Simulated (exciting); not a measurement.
**Core excitons at the S K edge of MoS2**

Aim: the S K absorption edge of MoS2 with the electron–hole interaction treated explicitly, and what each term of the kernel does.

Method: X-ray absorption, core-level Bethe-Salpeter equation, exchange and statically screened direct term, Tamm-Dancoff, all-electron LAPW+lo PBE, in exciting sodium.

The database entry behind the starting cell differs from later determinations by our own check (about 0.3 % long), so it need not match the best structure at ambient conditions.

## (1) Set-up

The structure is hexagonal, space group P6_3/mmc (No. 194). The conventional cell has a = 3.169 Å, b = 3.169 Å, c = 12.324 Å, α = 90.00°, β = 90.00°, γ = 120.00°. Nearest to Mo lie 6 S at 2.41 Å. Nearest to S lie 3 Mo at 2.41 Å. Farther neighbours and most contacts between anions are not listed.

Coordinates:

```cif
data_structure
_symmetry_space_group_name_H-M 'P6_3/mmc'
_symmetry_Int_Tables_number 194
_cell_length_a 3.1690
_cell_length_b 3.1690
_cell_length_c 12.3240
_cell_angle_alpha 90.000
_cell_angle_beta 90.000
_cell_angle_gamma 120.000
_cell_volume 107.18
loop_
_atom_site_label
_atom_site_type_symbol
_atom_site_symmetry_multiplicity
_atom_site_Wyckoff_symbol
_atom_site_fract_x
_atom_site_fract_y
_atom_site_fract_z
_atom_site_occupancy
Mo1 Mo 2 c 0.66667 0.33333 0.75000 1
S1 S 4 f 0.66667 0.33333 0.37700 1
```

Differences between curves are given as r.m.s. difference over r.m.s. height.

## (2) The self-consistent potential

The species files are the program's own, with muffin-tin radii set in the input.

The input, input.xml:

```
<input>
  <title>MoS2</title>
  <structure speciespath="." autormt="false" epslat="1.0e-5">
    <crystal>
      <basevect>5.9885420878 0.0000000000 0.0000000000</basevect>
      <basevect>-2.9942710439 5.1862295797 0.0000000000</basevect>
      <basevect>0.0000000000 0.0000000000 23.2889847556</basevect>
    </crystal>
    <species speciesfile="Mo.xml" rmt="2.240">
      <atom coord="0.6666666667 0.3333333333 0.7500000000"/>
      <atom coord="0.3333333333 0.6666666667 0.2500000000"/>
    </species>
    <species speciesfile="S.xml" rmt="2.173">
      <atom coord="0.6666666667 0.3333333333 0.3770000000"/>
      <atom coord="0.3333333333 0.6666666667 0.8770000000"/>
      <atom coord="0.6666666667 0.3333333333 0.1230000000"/>
      <atom coord="0.3333333333 0.6666666667 0.6230000000"/>
    </species>
  </structure>
  <groundstate do="fromscratch" xctype="GGA_PBE" ngridk="6 6 1" rgkmax="7" gmaxvr="14" nempty="8" swidth="0.001" maxscl="100" epsengy="1e-5"/>
</input>
```

Launch:

```
$ OMP_NUM_THREADS=1 mpirun -n 4 exciting
```

Numbers of over 12 decimals in the logs are rounded to 6 here.

Output:

```text
EXCITING SODIUM started
********************************************************************************
* Ground-state run starting from atomic densities                              *
********************************************************************************
+ Starting initialization                                                      +
[... lattice and species ...]
 Spin treatment                             :    spin-unpolarised
 Number of Bravais lattice symmetries       :      24
[...]
valence-band maximum at    1      0.0000  0.0000  0.0000
     conduction-band minimum at    5      0.1667  0.1667  0.0000
+ Self-consistent loop stopped                                                 +
 STATE.OUT is written
********************************************************************************
* Groundstate module stopped                                                   *
********************************************************************************
 Total time spent (seconds)                 :        43.78
| EXCITING SODIUM stopped                                                      =
[key lines of the parts left out:]
Total energy                               :     -9696.14716876
Fermi energy                               :         0.28802730
```

It took 45 s on 4 MPI ranks of Arm Neoverse V1, shared host.

The mesh shows a gap of 0.90 eV. Core levels (Dirac, from the valence top):

```csv
atom,level,energy (eV)
S,1s1/2,-2399.9
S,2s1/2,-206.0
S,2p1/2,-151.6
S,2p3/2,-150.3
```

## (3) A richer basis for the empty states

Each species file gets more local orbitals, built from u and its energy derivative at 0.15 Ha and u at 0.9 Ha.

input.xml is that of step 2.

The input, SPECIES.xml, added lines:

```
<lo l="L">  <!-- L = 0, 1, 2 -->
  <wf matchingOrder="0" trialEnergy="0.1500" searchE="false"/>
  <wf matchingOrder="1" trialEnergy="0.1500" searchE="false"/>
  <wf matchingOrder="0" trialEnergy="0.9000" searchE="false"/>
</lo>
```

Launch:

```
$ OMP_NUM_THREADS=1 mpirun -n 4 exciting
```

Output:

```text
EXCITING SODIUM started
********************************************************************************
* Ground-state run starting from atomic densities                              *
********************************************************************************
+ Starting initialization                                                      +
[... lattice and species ...]
 Spin treatment                             :    spin-unpolarised
 Number of Bravais lattice symmetries       :      24
[...]
valence-band maximum at    1      0.0000  0.0000  0.0000
     conduction-band minimum at    5      0.1667  0.1667  0.0000
+ Self-consistent loop stopped                                                 +
 STATE.OUT is written
********************************************************************************
* Groundstate module stopped                                                   *
********************************************************************************
 Total time spent (seconds)                 :        44.11
| EXCITING SODIUM stopped                                                      =
[key lines of the parts left out:]
Total energy                               :     -9696.14981838
Fermi energy                               :         0.28853267
```

Run time: 45 s. Hardware: 4 MPI ranks.

Against the first ground state the total energy moves by -12 meV an atom and the gap by 0.00 eV.

## (4) Screening, kernels and BSE for S atom 3

The absorber has nearest neighbours 3 Mo at 2.41 Å (site symmetry 3m).

input.xml, as its differences from that of step 3:

```diff
@@ -19,3 +19,20 @@
   </structure>
-  <groundstate do="fromscratch" xctype="GGA_PBE" ngridk="6 6 1" rgkmax="7" gmaxvr="14" nempty="8" swidth="0.001" maxscl="100" epsengy="1e-5"/>
+  <groundstate do="skip" xctype="GGA_PBE" ngridk="6 6 1" rgkmax="7" gmaxvr="14" nempty="8" swidth="0.001" maxscl="100" epsengy="1e-5"/>
+  <xs xstype="BSE" ngridk="5 5 1" ngridq="5 5 1" vkloff="0.097 0.273 0.493" rgkmax="7" nempty="51" gqmax="3" lmaxapwwf="5" lmaxemat="2" broad="0.01654" tevout="true">
+    <energywindow intv="87.784 89.401" points="439"/>
+    <screening screentype="full" nempty="78"/>
+    <BSE xas="true" xasspecies="2" xasatom="1" xasedge="K" bsetype="singlet" nstlxas="1 47"/>
+    <qpointset>
+      <qpoint>0 0 0</qpoint>
+    </qpointset>
+    <plan>
+      <doonly task="xsgeneigvec"/>
+      <doonly task="writepmatxs"/>
+      <doonly task="scrgeneigvec"/>
+      <doonly task="scrwritepmat"/>
+      <doonly task="screen"/>
+      <doonly task="scrcoulint"/>
+      <doonly task="exccoulint"/>
+    </plan>
+  </xs>
 </input>
```

The input, input.xml for the last start (plan only):

```
  <plan>
    <doonly task="bse"/>
  </plan>
```

Launch:

```
$ OMP_NUM_THREADS=1 mpirun -n 4 exciting
$ OMP_NUM_THREADS=4 exciting
```

Output:

```text
| EXCITING SODIUM started for task xsgeneigvec ( 301)                          =
One-shot GS runs for BSE calculations
One-shot GS runs for k+qmt/2 grids
Info(xsgeneigvec): Generating eigenvectors for Q-point      1
Info(xsgeneigvec): Generation of eigenvectors finished
| EXCITING SODIUM started for task writepmatxs ( 320)                          =
Info(writepmatxs): Momentum matrix elements finished
| EXCITING SODIUM started for task scrgeneigvec ( 401)                         =
One-shot GS runs for BSE calculations
One-shot GS runs for k+qmt/2 grids
[...]
Info(setup_bse_block): Setting up RR part of hamiltonian
Info(setup_bse_block): Singlet spin state
Info(bse): Diagonalizing RR Hamiltonian (TDA)
Info(bse): Invoking Lapack routine ZHEEVR
      2350 eigen solutions found in the interval:
         i1=       1 i2=    2350
Info(bse): Writing excition energies and oscillator strengths to text file.
Info(makespectrum_dist): Making spectrum using formula for coupling with time reversed AR basis.
Info(makespectrum_dist): Using formalism for vanishing momentum transfer.
Info(writederived): Writing quantities derived from the macroscopic dielectric function.
Info(bselauncher): Spectrum finished for iqmt=  1
Info(bselauncher): All done for BSE type singlet
```

It took 12 min on 4 MPI ranks.

Wall time by task: xsgeneigvec 6.9 s, writepmatxs 7.2 s, scrgeneigvec 5.5 s, scrwritepmat 4.9 s, screen 93 s, scrcoulint 2.5 min, exccoulint 7.6 min, bse 7.3 s.

The S K spectrum of S atom 3 (energy from the Kohn–Sham onset, core level to the lowest empty state found on the meshes used, 2400.74 eV; the ground-state mesh sets it, and the shifted mesh has its lowest transition 0.26 eV above it; Im ε scaled to the maximum of the singlet run; cut below the end of the band set):

```csv
E (eV),isotropic,ε ⊥ c,ε ∥ c
-4.0,0.02,0.02,0.01
-3.5,0.03,0.03,0.02
-3.0,0.03,0.04,0.02
-2.5,0.05,0.06,0.03
-2.0,0.07,0.09,0.04
-1.5,0.13,0.16,0.07
-1.0,0.28,0.36,0.13
-0.5,0.77,1.00,0.31
0.0,0.88,1.02,0.60
0.5,0.55,0.57,0.52
1.0,0.42,0.38,0.50
1.5,0.32,0.29,0.38
2.0,0.25,0.24,0.29
2.5,0.18,0.16,0.21
3.0,0.10,0.09,0.13
3.5,0.07,0.06,0.08
4.0,0.06,0.05,0.08
4.5,0.08,0.05,0.13
5.0,0.11,0.07,0.19
5.5,0.14,0.09,0.23
6.0,0.16,0.12,0.24
6.5,0.20,0.16,0.27
7.0,0.22,0.18,0.30
7.5,0.23,0.20,0.29
8.0,0.23,0.23,0.25
8.5,0.23,0.24,0.21
9.0,0.22,0.25,0.16
9.5,0.22,0.25,0.15
10.0,0.24,0.25,0.20
10.5,0.27,0.27,0.27
11.0,0.23,0.22,0.23
11.5,0.19,0.20,0.17
12.0,0.16,0.17,0.14
12.5,0.16,0.17,0.13
13.0,0.16,0.16,0.15
13.5,0.15,0.15,0.16
14.0,0.15,0.14,0.16
14.5,0.12,0.12,0.13
15.0,0.11,0.11,0.11
15.5,0.11,0.11,0.11
16.0,0.11,0.12,0.11
16.5,0.14,0.13,0.15
17.0,0.15,0.14,0.18
17.5,0.16,0.15,0.18
18.0,0.16,0.16,0.17
18.5,0.19,0.20,0.17
19.0,0.18,0.20,0.15
19.5,0.16,0.16,0.14
20.0,0.15,0.15,0.15
```

Maxima (height): -0.2 eV (1.00), 7.7 eV (0.24), 10.4 eV (0.27) and 18.7 eV (0.20).

The Hamiltonian has 2350 rows. The lowest groups of eigenvalues and the brightest ones, on the scale above (the program counts from the shifted mesh's onset, 0.26 eV higher). Core spinors bring spin-forbidden partners, so dark means forbidden by spin or by symmetry, and the shifted mesh splits states that symmetry would keep together:

```csv
energy (eV),states within 10 meV,relative strength
-0.294,2,0.95
-0.277,2,1.00
-0.076,2,0.30
-0.044,2,0.19
0.039,2,0.0098
0.080,2,0.035
2.275,2,0.057
5.784,2,0.060
18.742,4,0.053
```

## (5) Independent particles

input.xml, as its differences from that of step 4:

```diff
@@ -23,3 +23,3 @@
     <screening screentype="full" nempty="78"/>
-    <BSE xas="true" xasspecies="2" xasatom="1" xasedge="K" bsetype="singlet" nstlxas="1 47"/>
+    <BSE xas="true" xasspecies="2" xasatom="1" xasedge="K" bsetype="IP" nstlxas="1 47"/>
     <qpointset>
@@ -28,9 +28,3 @@
     <plan>
-      <doonly task="xsgeneigvec"/>
-      <doonly task="writepmatxs"/>
-      <doonly task="scrgeneigvec"/>
-      <doonly task="scrwritepmat"/>
-      <doonly task="screen"/>
-      <doonly task="scrcoulint"/>
-      <doonly task="exccoulint"/>
+      <doonly task="bse"/>
     </plan>
```

Launch:

```
$ OMP_NUM_THREADS=4 exciting
```

Output:

```text
| EXCITING SODIUM started for task bse ( 445)                                  =
Info(bselauncher): Init time:    0.735912
Info(bselauncher): Setting up and diagonalizing BSE Hamiltonian.
Info(bselauncher): Using momentum transfer vectors from list :   1 to  1
Info(bselauncher): Distributing qmt-points over   1 processes.
Info(bselauncher): BSE type: IP
Info(bselauncher): Momentum transfer list index: iqmt=  1
Info(bselauncher): Momentum transfer: vqmtl=   0.000   0.000   0.000
Info(bse): Inspecting occupations...
Info(setranges_modxs): Number of non-reduced k-points:       25
[...]
highest unoccupied state:  73
  Opening gap with a scissor of:      0.000/H      0.000/eV
Info(select_transitions): Number of participating transitions:    2350
Info(bse): Selecting transitions...
Info(bse):bsegap (eV):  2400.993559
Info(bse): IP requested, nothing much to do
Info(bse): Writing excition energies and oscillator strengths to text file.
Info(makespectrum_dist): Making spectrum using formula for coupling with time reversed AR basis.
Info(makespectrum_dist): Using formalism for vanishing momentum transfer.
Info(writederived): Writing quantities derived from the macroscopic dielectric function.
Info(bselauncher): Spectrum finished for iqmt=  1
Info(bselauncher): All done for BSE type IP
```

Run time: 1.5 s. Hardware: 4 threads.

Maxima (height): 1.2 eV (0.52), 8.7 eV (0.22), 11.2 eV (0.29) and 19.2 eV (0.25). Against the singlet run the r.m.s. difference is 66 %. Moving the earlier curve by +1.3 eV leaves 31 %. The highest maximum lies at 1.2 eV (0.52), against -0.2 eV (1.00).

## (6) Exchange alone

input.xml, as its differences from that of step 5:

```diff
@@ -23,3 +23,3 @@
     <screening screentype="full" nempty="78"/>
-    <BSE xas="true" xasspecies="2" xasatom="1" xasedge="K" bsetype="IP" nstlxas="1 47"/>
+    <BSE xas="true" xasspecies="2" xasatom="1" xasedge="K" bsetype="RPA" nstlxas="1 47"/>
     <qpointset>
```

Launch:

```
$ OMP_NUM_THREADS=4 exciting
```

Output:

```text
| EXCITING SODIUM started for task bse ( 445)                                  =
Info(bselauncher): Init time:    0.730625
Info(bselauncher): Setting up and diagonalizing BSE Hamiltonian.
Info(bselauncher): Using momentum transfer vectors from list :   1 to  1
Info(bselauncher): Distributing qmt-points over   1 processes.
Info(bselauncher): BSE type: RPA
Info(bselauncher): Momentum transfer list index: iqmt=  1
Info(bselauncher): Momentum transfer: vqmtl=   0.000   0.000   0.000
Info(bse): Inspecting occupations...
Info(setranges_modxs): Number of non-reduced k-points:       25
[...]
Info(setup_bse_block): Setting up RR part of hamiltonian
Info(setup_bse_block): Using RPA approximation
Info(bse): Diagonalizing RR Hamiltonian (TDA)
Info(bse): Invoking Lapack routine ZHEEVR
      2350 eigen solutions found in the interval:
         i1=       1 i2=    2350
Info(bse): Writing excition energies and oscillator strengths to text file.
Info(makespectrum_dist): Making spectrum using formula for coupling with time reversed AR basis.
Info(makespectrum_dist): Using formalism for vanishing momentum transfer.
Info(writederived): Writing quantities derived from the macroscopic dielectric function.
Info(bselauncher): Spectrum finished for iqmt=  1
Info(bselauncher): All done for BSE type RPA
```

Run time: 7.5 s. Hardware: 4 threads.

Maxima (height): 1.2 eV (0.52), 8.7 eV (0.22), 11.2 eV (0.29) and 19.2 eV (0.25). The spectrum is that of the independent-particle run within 1 %.

## (7) Broadening

Changed against the first singlet run: half width (eV) from 0.45 to 1.35.

input.xml, as its differences from that of step 6:

```diff
@@ -20,6 +20,6 @@
   <groundstate do="skip" xctype="GGA_PBE" ngridk="6 6 1" rgkmax="7" gmaxvr="14" nempty="8" swidth="0.001" maxscl="100" epsengy="1e-5"/>
-  <xs xstype="BSE" ngridk="5 5 1" ngridq="5 5 1" vkloff="0.097 0.273 0.493" rgkmax="7" nempty="51" gqmax="3" lmaxapwwf="5" lmaxemat="2" broad="0.01654" tevout="true">
+  <xs xstype="BSE" ngridk="5 5 1" ngridq="5 5 1" vkloff="0.097 0.273 0.493" rgkmax="7" nempty="51" gqmax="3" lmaxapwwf="5" lmaxemat="2" broad="0.04961" tevout="true">
     <energywindow intv="87.784 89.401" points="439"/>
     <screening screentype="full" nempty="78"/>
-    <BSE xas="true" xasspecies="2" xasatom="1" xasedge="K" bsetype="RPA" nstlxas="1 47"/>
+    <BSE xas="true" xasspecies="2" xasatom="1" xasedge="K" bsetype="singlet" nstlxas="1 47"/>
     <qpointset>
```

Launch:

```
$ OMP_NUM_THREADS=4 exciting
```

Output:

```text
| EXCITING SODIUM started for task bse ( 445)                                  =
Info(bselauncher): Init time:    0.733816
Info(bselauncher): Setting up and diagonalizing BSE Hamiltonian.
Info(bselauncher): Using momentum transfer vectors from list :   1 to  1
Info(bselauncher): Distributing qmt-points over   1 processes.
Info(bselauncher): BSE type: singlet
Info(bselauncher): Momentum transfer list index: iqmt=  1
Info(bselauncher): Momentum transfer: vqmtl=   0.000   0.000   0.000
Info(bse): Inspecting occupations...
[...]
Info(setup_bse_block): Setting up RR part of hamiltonian
Info(setup_bse_block): Singlet spin state
Info(bse): Diagonalizing RR Hamiltonian (TDA)
Info(bse): Invoking Lapack routine ZHEEVR
      2350 eigen solutions found in the interval:
         i1=       1 i2=    2350
Info(bse): Writing excition energies and oscillator strengths to text file.
Info(makespectrum_dist): Making spectrum using formula for coupling with time reversed AR basis.
Info(makespectrum_dist): Using formalism for vanishing momentum transfer.
Info(writederived): Writing quantities derived from the macroscopic dielectric function.
Info(bselauncher): Spectrum finished for iqmt=  1
Info(bselauncher): All done for BSE type singlet
```

It took 9 s on 4 threads.

Against the singlet run the r.m.s. difference is 37 %. The highest maximum lies at 0.0 eV (0.44), against -0.2 eV (1.00). Only the width of each line changes; the area stays. A table step wider than the lines misses their tops.

```csv
E (eV),first run,this run
-10.0,0.00,0.01
-9.0,0.00,0.01
-8.0,0.01,0.02
-7.0,0.01,0.02
-6.0,0.01,0.03
-5.0,0.01,0.04
-4.0,0.02,0.06
-3.0,0.03,0.09
-2.0,0.07,0.16
-1.0,0.28,0.31
0.0,0.88,0.44
1.0,0.42,0.36
2.0,0.25,0.25
3.0,0.10,0.17
4.0,0.06,0.13
5.0,0.11,0.14
6.0,0.16,0.17
7.0,0.22,0.19
8.0,0.23,0.21
9.0,0.22,0.21
10.0,0.24,0.21
11.0,0.23,0.20
12.0,0.16,0.17
13.0,0.16,0.16
14.0,0.15,0.14
15.0,0.11,0.13
16.0,0.11,0.13
17.0,0.15,0.14
18.0,0.16,0.15
19.0,0.18,0.15
20.0,0.15,0.14
```

## (8) Local-field cutoff

Changed against the first singlet run: cutoff of the kernels (bohr⁻¹) from 3 to 2.

input.xml, as its differences from that of step 7:

```diff
@@ -20,3 +20,3 @@
   <groundstate do="skip" xctype="GGA_PBE" ngridk="6 6 1" rgkmax="7" gmaxvr="14" nempty="8" swidth="0.001" maxscl="100" epsengy="1e-5"/>
-  <xs xstype="BSE" ngridk="5 5 1" ngridq="5 5 1" vkloff="0.097 0.273 0.493" rgkmax="7" nempty="51" gqmax="3" lmaxapwwf="5" lmaxemat="2" broad="0.04961" tevout="true">
+  <xs xstype="BSE" ngridk="5 5 1" ngridq="5 5 1" vkloff="0.097 0.273 0.493" rgkmax="7" nempty="51" gqmax="2" lmaxapwwf="5" lmaxemat="2" broad="0.01654" tevout="true">
     <energywindow intv="87.784 89.401" points="439"/>
@@ -28,3 +28,6 @@
     <plan>
-      <doonly task="bse"/>
+      <doonly task="xsgeneigvec"/>
+      <doonly task="screen"/>
+      <doonly task="scrcoulint"/>
+      <doonly task="exccoulint"/>
     </plan>
```

The input, input.xml for the last start (plan only):

```
  <plan>
    <doonly task="bse"/>
  </plan>
```

Launch:

```
$ OMP_NUM_THREADS=1 mpirun -n 4 exciting
$ OMP_NUM_THREADS=4 exciting
```

Output:

```text
| EXCITING SODIUM started for task xsgeneigvec ( 301)                          =
One-shot GS runs for BSE calculations
One-shot GS runs for k+qmt/2 grids
Info(xsgeneigvec): Generating eigenvectors for Q-point      1
Info(xsgeneigvec): Generation of eigenvectors finished
| EXCITING SODIUM started for task screen ( 430)                               =
Info(screenlauncher): Calculating screening for unshifted q-grid.
Info(screenlauncher): Number of q points:       5
Info(screenlauncher): lowest (partially)  unoccupied state:     27
[...]
Info(setup_bse_block): Setting up RR part of hamiltonian
Info(setup_bse_block): Singlet spin state
Info(bse): Diagonalizing RR Hamiltonian (TDA)
Info(bse): Invoking Lapack routine ZHEEVR
      2350 eigen solutions found in the interval:
         i1=       1 i2=    2350
Info(bse): Writing excition energies and oscillator strengths to text file.
Info(makespectrum_dist): Making spectrum using formula for coupling with time reversed AR basis.
Info(makespectrum_dist): Using formalism for vanishing momentum transfer.
Info(writederived): Writing quantities derived from the macroscopic dielectric function.
Info(bselauncher): Spectrum finished for iqmt=  1
Info(bselauncher): All done for BSE type singlet
```

Elapsed: 4.5 min, on 4 MPI ranks.

These settings are cheaper. Against the singlet run the r.m.s. difference is 7 %. The highest maximum lies at -0.2 eV (0.91), against -0.2 eV (1.00). The kernels miss the short-range part of the Coulomb interaction, its components above their cutoff.

```csv
E (eV),first run,this run
-4.0,0.02,0.02
-3.0,0.03,0.03
-2.0,0.07,0.07
-1.0,0.28,0.25
0.0,0.88,0.83
1.0,0.42,0.43
2.0,0.25,0.27
3.0,0.10,0.10
4.0,0.06,0.06
5.0,0.11,0.10
6.0,0.16,0.15
7.0,0.22,0.20
8.0,0.23,0.22
9.0,0.22,0.20
10.0,0.24,0.22
11.0,0.23,0.23
12.0,0.16,0.16
13.0,0.16,0.16
14.0,0.15,0.15
15.0,0.11,0.11
16.0,0.11,0.12
17.0,0.15,0.16
18.0,0.16,0.17
19.0,0.18,0.20
20.0,0.15,0.17
```

(Part 1 of 2 ends here.)

[Banner, clock and machine lines of the logs are left out without a mark of their own.]

[Logs are printed without paths, hosts, clocks, repeated set-up lines and the standing remarks that a program may print on its own settings, such as how far it seeks lower states.]

[Hosts, paths, dates, database ids (printed as entryN), source tags and the programs' standing remarks are cut or masked in the printed files.]
